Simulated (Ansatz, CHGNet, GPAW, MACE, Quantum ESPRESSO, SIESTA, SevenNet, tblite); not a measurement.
# Ru(0001) slab (54 atoms) in SIESTA, part 2 of 2

How do the settings of SIESTA change the result for Ru(0001) slab (54 atoms)? A plane-wave run serves as the yardstick.

Program: SIESTA 5.4.2; the method stands at each step. Banners, paths, timers and routine set-up lines are dropped from the logs unmarked, and long logs keep their key lines alone; longer cuts are marked. The potentials were converted by us to PSML.

So far. Step 2 (PBE, DZP, shift 0.01 Ry, mesh 300 Ry): Forces lie 17 % from the reference's, at 0.44 times its CPU time (on 2 against 4 cores). Step 3 (PBE, TZP, shift 0.01 Ry, mesh 300 Ry): Against the first run (17 %), the force difference from the reference is 13 %, at 1.5 times the CPU time, with 1350 basis functions against 1026: the larger basis brings the forces nearer.

## (4) PBE, SZP, shift 0.01 Ry, mesh 300 Ry

Method: Kohn-Sham DFT, PBE, PseudoDojo 0.4.1 norm-conserving pseudopotentials (converted to PSML), numerical atomic orbitals (SZP), diagonalisation.

input.fdf

```
SystemLabel cell
NumberOfAtoms 54
NumberOfSpecies 1
%block ChemicalSpeciesLabel
  1 44 Ru
%endblock ChemicalSpeciesLabel
LatticeConstant 1.0 Ang
%block LatticeVectors
  8.11800 0.00000 0.00000
  4.05900 7.03039 0.00000
  0.00000 0.00000 22.70500
%endblock LatticeVectors
PAO.BasisSize SZP
PAO.EnergyShift 0.01 Ry
XC.Functional GGA
XC.Authors PBE
MeshCutoff 300 Ry
%block kgrid_Monkhorst_Pack
  1 0 0 0.0
  0 1 0 0.0
  0 0 1 0.0
%endblock kgrid_Monkhorst_Pack
SolutionMethod diagon
OccupationFunction FD
ElectronicTemperature 580 K
SCF.Mixer.Method Pulay
SCF.Mixer.Weight 0.05
SCF.Mixer.History 8
SCF.Mix Hamiltonian
MaxSCFIterations 300
SCF.DM.Tolerance 1e-04
SCF.H.Tolerance 1.0e-3 eV
WriteForces T
Write.HirshfeldPop T
Write.VoronoiPop T
Write.DM F
Write.H F
XML.Write F
AtomicCoordinatesFormat Fractional
%block AtomicCoordinatesAndAtomicSpecies
[... 54 atom lines left out: the same atoms as in the first run ...]
%endblock AtomicCoordinatesAndAtomicSpecies
```

On the command line:

```console
$ OMP_NUM_THREADS=1 siesta < input.fdf > output.txt
```

Output:

```text
Version         : 5.4.2
reinit: System Name:
reinit: System Label: cell
initatom: Reading input for the pseudopotentials and atomic orbitals ----------
Species number:   1 Atomic number:   44 Label: Ru
Ground state valence configuration (from tables):   5s01  5p00  4d07  4f00
---- Processing specs for species: Ru
GGA--PBE XC_GGA_X_PBE--XC_GGA_C_PBE pb
Semicore shell(s) with  8 electrons included in the valence for Ru
Semicore shell(s): 4s 4p
Fallback to non-perturbative polarization scheme for Ru
Please see the manual if this is not desired in principle
Ru pseudopotential only contains V_ls up to l=2 -- lmxkb reset.
Using PAO.SplitTailNorm
%block ChemicalSpeciesLabel
    1   44 Ru                      # Species index, atomic number, species label
%endblock ChemicalSpeciesLabel
[... lines left out ...]
Total number of electrons:   864.000000
[... lines left out ...]
stepf: Fermi-Dirac step function
        iscf     Eharris(eV)        E_KS(eV)     FreeEng(eV)     dDmax    Ef(eV) dHmax(eV)
[... lines left out ...]
SCF Convergence by DM+H criterion
[... lines left out ...]
SCF cycle converged after 29 iterations
[... lines left out ...]
   Max    1.489287
[... lines left out ...]
   Max    1.489287    constrained
Stress tensor Voigt[x,y,z,yz,xz,xy] (kbar):     -175.78     -176.89       37.75        0.18        1.94       -0.40
[... lines left out ...]
siesta: Ena     =     42231.505742
siesta: Ekin    =     47969.171206
siesta: Enl     =     11266.904998
siesta: DEna    =      2139.850779
siesta: DUscf   =        69.112825
siesta: Ex      =    -23487.799011
siesta: Ec      =     -1558.110353
siesta: Exc     =    -25045.909364
siesta: Eharris =   -148408.842309
siesta: Etot    =   -148408.842316
siesta: FreeEng =   -148409.877727
siesta: Final energy (eV):
siesta:  Band Struct. =  -26421.122101
siesta:       Kinetic =   47969.171206
siesta:       Hartree =  447058.229812
siesta:         Exch. =  -23487.799011
siesta:         Corr. =   -1558.110353
siesta:   Exch.-corr. =  -25045.909364
siesta:  Ion-electron = -947946.898480
siesta:       Ion-ion =  329556.564510
siesta:         Total = -148408.842316
siesta:         Fermi =      -3.629569
siesta: Stress tensor (static) (eV/Ang**3):
siesta:    -0.109711   -0.000247    0.001208
siesta:    -0.000247   -0.110406    0.000114
siesta:     0.001208    0.000114    0.023559
siesta: Cell volume =       1295.835790 Ang**3
siesta: Pressure (static):
siesta:                Solid            Molecule  Units
siesta:           0.00071360          0.00083477  Ry/Bohr**3
siesta:           0.06551933          0.07664513  eV/Ang**3
siesta:         104.97354346        122.79903606  kBar
    Orbital volume contribution        =          42.348156 eV
    (Free)E + p_basis*V_orbitals       =     -148367.529571 eV
    (Free)Eharris+ p_basis*V_orbitals  =     -148367.529565 eV
siesta: Electric dipole (a.u.)  =   -0.000000    0.000000   -0.001677
siesta: Electric dipole (Debye) =   -0.000000    0.000000   -0.004262
Hirshfeld Atomic Populations:
Atom #   charge [q] valence [e]  Species
     1    -0.005995   16.005995  Ru
     2     0.004959   15.995041  Ru
     3    -0.000636   16.000636  Ru
[...]
--------------------
 Total    -0.000063
Voronoi Atomic Populations:
Atom #   charge [q] valence [e]  Species
[...]
53     0.008852   15.991148  Ru
    54    -0.017227   16.017227  Ru
--------------------
 Total    -0.000065
```

Run time: 4.8 min. Hardware: 1 thread of Arm Neoverse V1, shared host; peak memory 0.85 GiB.

Numbers from this run, and their distance from the reference:

| Property | Result |
| --- | --- |
| r.m.s. force component | 0.5251 eV/Å |
| r.m.s. difference of force components | 138.6 meV/Å |
| longest difference of force vectors | 433.3 meV/Å |
| force difference over r.m.s. force | 25.28 % |
| slope of forces against the reference's | 0.927 |
| correlation of force components | 0.9676 |

This is a coarse setting, run to see what it loses.

Against the first run (17 %), the force difference from the reference is 25 %, at 0.79 times the CPU time (on 1 against 2 cores), with 702 basis functions against 1026: the smaller basis costs accuracy.

## (5) PBE, DZP, shift 0.01 Ry, mesh 100 Ry

Method: Kohn-Sham DFT, PBE, PseudoDojo 0.4.1 norm-conserving pseudopotentials (converted to PSML), numerical atomic orbitals (DZP), diagonalisation.

Changes to input.fdf since step 4:

```diff
@@ -12,3 +12,3 @@
 %endblock LatticeVectors
-PAO.BasisSize SZP
+PAO.BasisSize DZP
 PAO.EnergyShift 0.01 Ry
@@ -16,3 +16,3 @@
 XC.Authors PBE
-MeshCutoff 300 Ry
+MeshCutoff 100 Ry
 %block kgrid_Monkhorst_Pack
```

On the command line:

```console
$ OMP_NUM_THREADS=1 mpirun -np 2 siesta < input.fdf > output.txt
```

Output:

```text
Version         : 5.4.2
reinit: System Name:
reinit: System Label: cell
initatom: Reading input for the pseudopotentials and atomic orbitals ----------
Species number:   1 Atomic number:   44 Label: Ru
Ground state valence configuration (from tables):   5s01  5p00  4d07  4f00
---- Processing specs for species: Ru
GGA--PBE XC_GGA_X_PBE--XC_GGA_C_PBE pb
Semicore shell(s) with  8 electrons included in the valence for Ru
Semicore shell(s): 4s 4p
Fallback to non-perturbative polarization scheme for Ru
Please see the manual if this is not desired in principle
Ru pseudopotential only contains V_ls up to l=2 -- lmxkb reset.
Using PAO.SplitTailNorm
%block ChemicalSpeciesLabel
    1   44 Ru                      # Species index, atomic number, species label
%endblock ChemicalSpeciesLabel
[... lines left out ...]
Total number of electrons:   864.000000
[... lines left out ...]
stepf: Fermi-Dirac step function
        iscf     Eharris(eV)        E_KS(eV)     FreeEng(eV)     dDmax    Ef(eV) dHmax(eV)
[... lines left out ...]
SCF Convergence by DM+H criterion
[... lines left out ...]
SCF cycle converged after 26 iterations
[... lines left out ...]
   Max    1.337586
[... lines left out ...]
   Max    1.337586    constrained
Stress tensor Voigt[x,y,z,yz,xz,xy] (kbar):     -134.94     -133.71       58.22        0.25        1.69       -2.69
[... lines left out ...]
siesta: Ena     =     42231.505742
siesta: Ekin    =     47809.338991
siesta: Enl     =     11354.667884
siesta: DEna    =      2175.221581
siesta: DUscf   =        76.195245
siesta: Ex      =    -23471.831872
siesta: Ec      =     -1560.240786
siesta: Exc     =    -25032.072657
siesta: Eharris =   -148424.621699
siesta: Etot    =   -148424.621717
siesta: FreeEng =   -148425.692513
siesta: Final energy (eV):
siesta:  Band Struct. =  -26395.218679
siesta:       Kinetic =   47809.338991
siesta:       Hartree =  447088.619652
siesta:         Exch. =  -23471.831872
siesta:         Corr. =   -1560.240786
siesta:   Exch.-corr. =  -25032.072657
siesta:  Ion-electron = -947847.249347
siesta:       Ion-ion =  329556.741645
siesta:         Total = -148424.621717
siesta:         Fermi =      -3.593126
siesta: Stress tensor (static) (eV/Ang**3):
siesta:    -0.084221   -0.001677    0.001056
siesta:    -0.001677   -0.083453    0.000154
siesta:     0.001056    0.000154    0.036337
siesta: Cell volume =       1295.835790 Ang**3
siesta: Pressure (static):
siesta:                Solid            Molecule  Units
siesta:           0.00047682          0.00064226  Ry/Bohr**3
siesta:           0.04377925          0.05896931  eV/Ang**3
siesta:          70.14209569         94.47925773  kBar
    Orbital volume contribution        =          51.128781 eV
    (Free)E + p_basis*V_orbitals       =     -148374.563732 eV
    (Free)Eharris+ p_basis*V_orbitals  =     -148374.563715 eV
siesta: Electric dipole (a.u.)  =    0.000000   -0.000000    0.011351
siesta: Electric dipole (Debye) =    0.000000   -0.000000    0.028851
Hirshfeld Atomic Populations:
Atom #   charge [q] valence [e]  Species
     1    -0.007390   16.007390  Ru
     2     0.005306   15.994694  Ru
     3    -0.000853   16.000853  Ru
[...]
--------------------
 Total    -0.000223
Voronoi Atomic Populations:
Atom #   charge [q] valence [e]  Species
[...]
53     0.007090   15.992910  Ru
    54    -0.009954   16.009954  Ru
--------------------
 Total    -0.000044
```

Elapsed: 59 s, on 2 MPI ranks; peak memory 0.59 GiB.

Numbers from this run, and their distance from the reference:

- r.m.s. force component: 0.5226 eV/Å
- r.m.s. difference of force components: 96.7 meV/Å
- longest difference of force vectors: 295.7 meV/Å
- force difference over r.m.s. force: 17.64 %
- slope of forces against the reference's: 0.939
- correlation of force components: 0.9848
- energy less the same-level run's: -18.99 meV/atom
- r.m.s. force difference from the same-level run: 24.23 meV/Å

This is a coarse setting, run to see what it loses.

Against the first run (17 %), the force difference from the reference is 18 %, at 0.32 times the CPU time: the change moves forces by 24 meV/Å r.m.s., so most of the difference comes from elsewhere.

## (6) BLYP, PBE potentials, DZP, shift 0.01 Ry, mesh 300 Ry

Method: Kohn-Sham DFT, BLYP, PseudoDojo 0.4.1 norm-conserving pseudopotentials (converted to PSML), numerical atomic orbitals (DZP), diagonalisation.

Changes to input.fdf since step 5:

```diff
@@ -15,4 +15,4 @@
 XC.Functional GGA
-XC.Authors PBE
-MeshCutoff 100 Ry
+XC.Authors BLYP
+MeshCutoff 300 Ry
 %block kgrid_Monkhorst_Pack
```

Output:

```text
Version         : 5.4.2
reinit: System Name:
reinit: System Label: cell
initatom: Reading input for the pseudopotentials and atomic orbitals ----------
Species number:   1 Atomic number:   44 Label: Ru
Ground state valence configuration (from tables):   5s01  5p00  4d07  4f00
---- Processing specs for species: Ru
GGA--PBE XC_GGA_X_PBE--XC_GGA_C_PBE pb
Semicore shell(s) with  8 electrons included in the valence for Ru
Semicore shell(s): 4s 4p
Fallback to non-perturbative polarization scheme for Ru
Please see the manual if this is not desired in principle
Ru pseudopotential only contains V_ls up to l=2 -- lmxkb reset.
Using PAO.SplitTailNorm
%block ChemicalSpeciesLabel
    1   44 Ru                      # Species index, atomic number, species label
%endblock ChemicalSpeciesLabel
[... lines left out ...]
Total number of electrons:   864.000000
[... lines left out ...]
stepf: Fermi-Dirac step function
        iscf     Eharris(eV)        E_KS(eV)     FreeEng(eV)     dDmax    Ef(eV) dHmax(eV)
[... lines left out ...]
SCF Convergence by DM+H criterion
[... lines left out ...]
SCF cycle converged after 28 iterations
[... lines left out ...]
   Max    1.411437
[... lines left out ...]
   Max    1.411437    constrained
Stress tensor Voigt[x,y,z,yz,xz,xy] (kbar):     -216.22     -217.05      -12.29        0.39        1.88       -0.20
[... lines left out ...]
siesta: Ena     =     42437.162469
siesta: Ekin    =     47935.562592
siesta: Enl     =     11366.826707
siesta: DEna    =      1872.980401
siesta: DUscf   =        56.125618
siesta: Ex      =    -23582.489696
siesta: Ec      =     -1293.195217
siesta: Exc     =    -24875.684913
siesta: Eharris =   -148246.505603
siesta: Etot    =   -148246.505629
siesta: FreeEng =   -148247.540915
siesta: Final energy (eV):
siesta:  Band Struct. =  -26127.813319
siesta:       Kinetic =   47935.562592
siesta:       Hartree =  447116.830965
siesta:         Exch. =  -23582.489696
siesta:         Corr. =   -1293.195217
siesta:   Exch.-corr. =  -24875.684913
siesta:  Ion-electron = -948108.115322
siesta:       Ion-ion =  329684.901050
siesta:         Total = -148246.505629
siesta:         Fermi =      -3.341751
siesta: Stress tensor (static) (eV/Ang**3):
siesta:    -0.134956   -0.000126    0.001171
siesta:    -0.000126   -0.135474    0.000242
siesta:     0.001171    0.000242   -0.007668
siesta: Cell volume =       1295.835790 Ang**3
siesta: Pressure (static):
siesta:                Solid            Molecule  Units
siesta:           0.00100962          0.00101752  Ry/Bohr**3
siesta:           0.09269932          0.09342420  eV/Ang**3
siesta:         148.52068417        149.68206575  kBar
    Orbital volume contribution        =          50.270457 eV
    (Free)E + p_basis*V_orbitals       =     -148197.270459 eV
    (Free)Eharris+ p_basis*V_orbitals  =     -148197.270432 eV
siesta: Electric dipole (a.u.)  =    0.000000   -0.000000    0.006237
siesta: Electric dipole (Debye) =    0.000000   -0.000000    0.015853
Hirshfeld Atomic Populations:
Atom #   charge [q] valence [e]  Species
     1    -0.006696   16.006696  Ru
     2     0.004996   15.995004  Ru
     3    -0.001084   16.001084  Ru
[...]
--------------------
 Total    -0.000030
Voronoi Atomic Populations:
Atom #   charge [q] valence [e]  Species
[...]
53     0.008632   15.991368  Ru
    54    -0.017651   16.017651  Ru
--------------------
 Total    -0.000032
```

Wall time 3.2 min (2 MPI ranks); peak memory 1.2 GiB.

Compared with the plane-wave run:

```yaml
r_m_s_force_component: 0.4415 eV/Å
r_m_s_difference_of_force_components: 267.7 meV/Å
longest_difference_of_force_vectors: 876.1 meV/Å
force_difference_over_r_m_s_force: 48.83 %
slope_of_forces_against_the_reference_s: 0.7052
correlation_of_force_components: 0.8755
```

Against the first run (17 %), the force difference from the reference is 49 %, at 1.0 times the CPU time; the model has changed, so this is no error of the program alone.

## (7) Side by side

Differences are against the plane-wave reference, forces as r.m.s. over components; share is that over the reference's r.m.s. force, slope the least-squares factor from reference forces to these. Total energies of different programs have different zeros and aren't compared.

| run | Δ force, r.m.s. (meV/Å) | share (%) | slope | cores | CPU time | memory (GiB) |
| --- | --- | --- | --- | --- | --- | --- |
| reference | - | - | - | 4 | 14 min | 1.8 |
| SIESTA PBE, DZP, shift 0.01 Ry, mesh 300 Ry | 91.8 | 16.7 | 0.936 | 2 | 6.1 min | 1.2 |
| SIESTA PBE, TZP, shift 0.01 Ry, mesh 300 Ry | 69.8 | 12.7 | 0.959 | 2 | 9.3 min | 1.4 |
| SIESTA PBE, SZP, shift 0.01 Ry, mesh 300 Ry (coarse) | 139 | 25.3 | 0.927 | 1 | 4.8 min | 0.85 |
| SIESTA PBE, DZP, shift 0.01 Ry, mesh 100 Ry (coarse) | 96.7 | 17.6 | 0.939 | 2 | 2 min | 0.59 |
| SIESTA BLYP, PBE potentials, DZP, shift 0.01 Ry, mesh 300 Ry | 268 | 48.8 | 0.705 | 2 | 6.3 min | 1.2 |

Rows marked coarse were listed beforehand as settings not expected to be converged; some can still land near the reference.

CPU time is summed over cores on a shared host, where runs went side by side, so it is rough. Symmetry, cutoffs, thresholds, outputs and thread counts weren't matched or tuned between programs; memory under MPI is the largest rank's times the ranks.

Within one program, basis, potentials and functional, energies share a zero. Each run against its twin at the usual cutoff or grid and solver:

```
                                        run                             twin  Δ energy (meV/atom)  Δ force, r.m.s. (meV/Å)  CPU time over the twin's
SIESTA PBE, DZP, shift 0.01 Ry, mesh 100 Ry  DZP, shift 0.01 Ry, mesh 300 Ry                -19.0                     24.2                      0.32
```

## (8) What came out

| Property | Result |
| --- | --- |
| nearest in forces | SIESTA PBE, TZP, shift 0.01 Ry, mesh 300 Ry, 13 % |
| its CPU time | 9.3 min |

What this shows: The PBE runs in local orbitals, coarse settings apart, differ by 13 % (SIESTA PBE, TZP, shift 0.01 Ry, mesh 300 Ry) to 17 % (SIESTA PBE, DZP, shift 0.01 Ry, mesh 300 Ry); basis, grid and potentials can all enter. Rows with another functional or a dispersion term differ by 49 % (SIESTA BLYP, PBE potentials, DZP, shift 0.01 Ry, mesh 300 Ry), which mixes the change of model with differences of basis and potentials, some of them made for another functional. Runs with settings chosen to be coarse differ by 18 % (SIESTA PBE, DZP, shift 0.01 Ry, mesh 100 Ry) to 25 % (SIESTA PBE, SZP, shift 0.01 Ry, mesh 300 Ry), their programs' other errors included. Of the electronic-structure runs that take under half the reference's CPU time, SIESTA PBE, DZP, shift 0.01 Ry, mesh 300 Ry comes nearest, at 17 % in 6.1 min against 14 min. The electronic-structure runs sample only Γ, in a cell whose shortest periodic width is 7 Å, which is coarse for a cell with partly filled levels.

[Also dropped from logs without a mark: logging warnings of Python, and SIESTA's first energy breakdown and zero terms.]

[Logs are printed without paths, hosts, clocks, repeated set-up lines and the standing remarks that a program may print on its own settings, such as how far it seeks lower states.]

[Hosts, paths, dates, database ids (printed as entryN), source tags and the programs' standing remarks are cut or masked in the printed files.]
